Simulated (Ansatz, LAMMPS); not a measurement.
# Amorphous 64SiO2-25Y2O3-11Al2O3 (mol %) (164 atoms) under strain: runs compared

Aim: relax amorphous 64SiO2-25Y2O3-11Al2O3 (mol %) (164 atoms), then change its volume to read the bulk modulus from the stress.

Computed with Ansatz 0.2.0: Kohn-Sham DFT, LDA, PAW (set soft_1), plane waves.

## (1) The cell as built

The cell holds 164 atoms: 28 Si, 22 Y, 10 Al and 104 O. Cell: a = 13.264 Å, b = 13.264 Å, c = 13.264 Å, α = 90.0°, β = 90.0°, γ = 90.0°. 164 atoms (28 Si, 22 Er, 10 Al, 104 O) placed at random at 4.5 g/cm³, melted at 5000 K for 10 ps at fixed volume with the Morse and Coulomb pair potential with partial charges (Pedone, Malavasi, Menziani, Cormack and Segre, J. Phys. Chem. B 110, 11780 (2006)). Quenched from 5000 K to 300 K at 10 K/ps and fixed volume, held 10 ps at zero pressure, then minimised at fixed cell. Then Er was replaced by Y and the cell scaled by 1.01 (the potential has no terms for the new elements, so the cell is a start for a DFT relaxation).

Limits known from the start: The quench rate of 10 K/ps far exceeds what a furnace or splat quench reaches, so expect more defects and frozen-in strain than in a real sample. The starting topology of bonds comes from the classical model, and needn't be the one that DFT or experiment would give. The Brillouin zone is sampled at Γ only.

## (2) The reference run

The reference is a single point at the end of the relaxation.

Every strained cell starts from the geometry of this run, and its atoms are relaxed with the cell held.

Its input, with most atom lines left out:

```yaml
crystal:
  lattice:
    - [12.93744, -0.05617, 0.0256]
    - [-0.05617, 12.26161, 0.22571]
    - [0.0256, 0.22571, 13.32103]
  atoms:
    - { symbol: Si, position: [0.82774, 0.75157, 0.37687] }
    - { symbol: Si, position: [0.46902, 0.4841, 0.14396] }
    - { symbol: Si, position: [0.01665, 0.05938, 0.06956] }
    - { symbol: Si, position: [0.73571, 0.56279, 0.52116] }
    - { symbol: Si, position: [0.2334, 0.75, 0.24855] }
    - { symbol: Si, position: [0.29685, 0.21926, 0.70796] }
    - { symbol: Si, position: [0.63404, 0.0428, 0.21405] }
    [... atom lines 8 to 164 left out ...]
kpoints:
  mp_grid: { grid: [1, 1, 1] }
hamiltonian:
  xc: lda
  pseudopotentials: { kind: paw, azcp: { folder: soft_1 }, xc_functional: pbe }
scf:
  occupations: { method: fixed }
output:
  forces: true
  stress: true
  populations: true
  dos:
    method: { smearing: { sigma: 0.1 } }
    de: 0.1
    projected: { site_lists: { Al: [Al], O: [O], Si: [Si], "Y": ["Y"] } }
  eigenvalues: true
  write_density: true
  write_potential: true
  volumetric_format: npy
  elf: true
```

- free energy per atom: -991.2732 eV/atom
- r.m.s. force component: 0.00577 eV/Å
- pressure: -0.0269 GPa

Filled and empty levels are parted by 3.90 eV (at Γ alone); a local or semilocal functional tends to put such gaps too low. In a disordered cell it changes from sample to sample, and tail or defect levels can set it.

## (3) The runs

Each row is one run, on 4 threads of Intel Xeon 6975P-C (Granite Rapids), shared host. The free energy is the program's total, comparable only between runs with the same functional, potentials and atoms.

```tsv
run	atoms	outcome	ionic steps, all passes	free energy (eV)	time	host memory (GiB)
Single point at the start	164	converged	-	-162557.951	25 s	3.4
Cell and atoms relaxed	164	converged	40	-162568.800	13 min	3.4
Single point at the relaxed geometry	164	converged	-	-162568.800	38 s	3.5
Volume -3 %	164	converged	7	-162568.318	2.7 min	3.4
Volume +3 %	164	converged	8	-162568.329	3 min	3.6
Volume -6 %	164	converged	21	-162567.570	7.7 min	3.3
Volume +6 %	164	converged	9	-162567.049	3.9 min	3.7
Volume -10 %	164	cut at the time limit	30	-162565.517	11 min	3.2
```

In some runs the program notes that the SCF threshold is loose for the stress.

## (4) Pressure against volume

Atoms are relaxed at each volume, in the scaled cell.

```tsv
volume change (%)	volume (Å³/atom)	energy change (meV/atom)	pressure (GPa)	largest move on relaxing (Å)	bonds	gap (eV)
-6	12.108	7.50	3.99	1.19	307	4.01
-3	12.494	2.94	2.56	0.19	302	3.98
+0	12.881	0.00	-0.03	-	299	3.90
+3	13.267	2.87	-2.28	0.27	296	3.84
+6	13.654	10.68	-4.16	0.51	294	3.74
```

## (5) Outcome

The bulk modulus, from the slope of pressure against ln V over the three points nearest the relaxed volume, is 80.5 GPa; between neighbouring points the slope runs 46, 85, 76 and 66 GPa from the smallest volume up, without a steady fall, so no pressure derivative is given, and the cell yields more easily when compressed beyond -3 %. The count of bonds runs from 294 to 307 over the series, so at some points contacts cross the cutoffs. At -6 % and +6 % some atom moved by over 0.5 Å on relaxing, so those points may sit in another local minimum. The gap goes from 4.01 eV at the smallest volume to 3.74 eV at the largest, -2.3 eV per unit of ln V by a straight line, on the run's k-points.

**Limits.** Strains are finite and relaxations stop at the force tolerance of the input, which can leave moduli too stiff; they are those of a static cell at zero temperature. Volumes are changed with the cell's shape held, so in an anisotropic solid the modulus lies over the one under free hydrostatic load. The program notes that the SCF threshold of the relaxations is loose for the stress.

The DFT runs together took 42 min of wall time.

[Logs are printed without paths, hosts, clocks, repeated set-up lines and the standing remarks that a program may print on its own settings, such as how far it seeks lower states.]

[Hosts, paths, dates, database ids (printed as entryN), source tags and the programs' standing remarks are cut or masked in the printed files.]
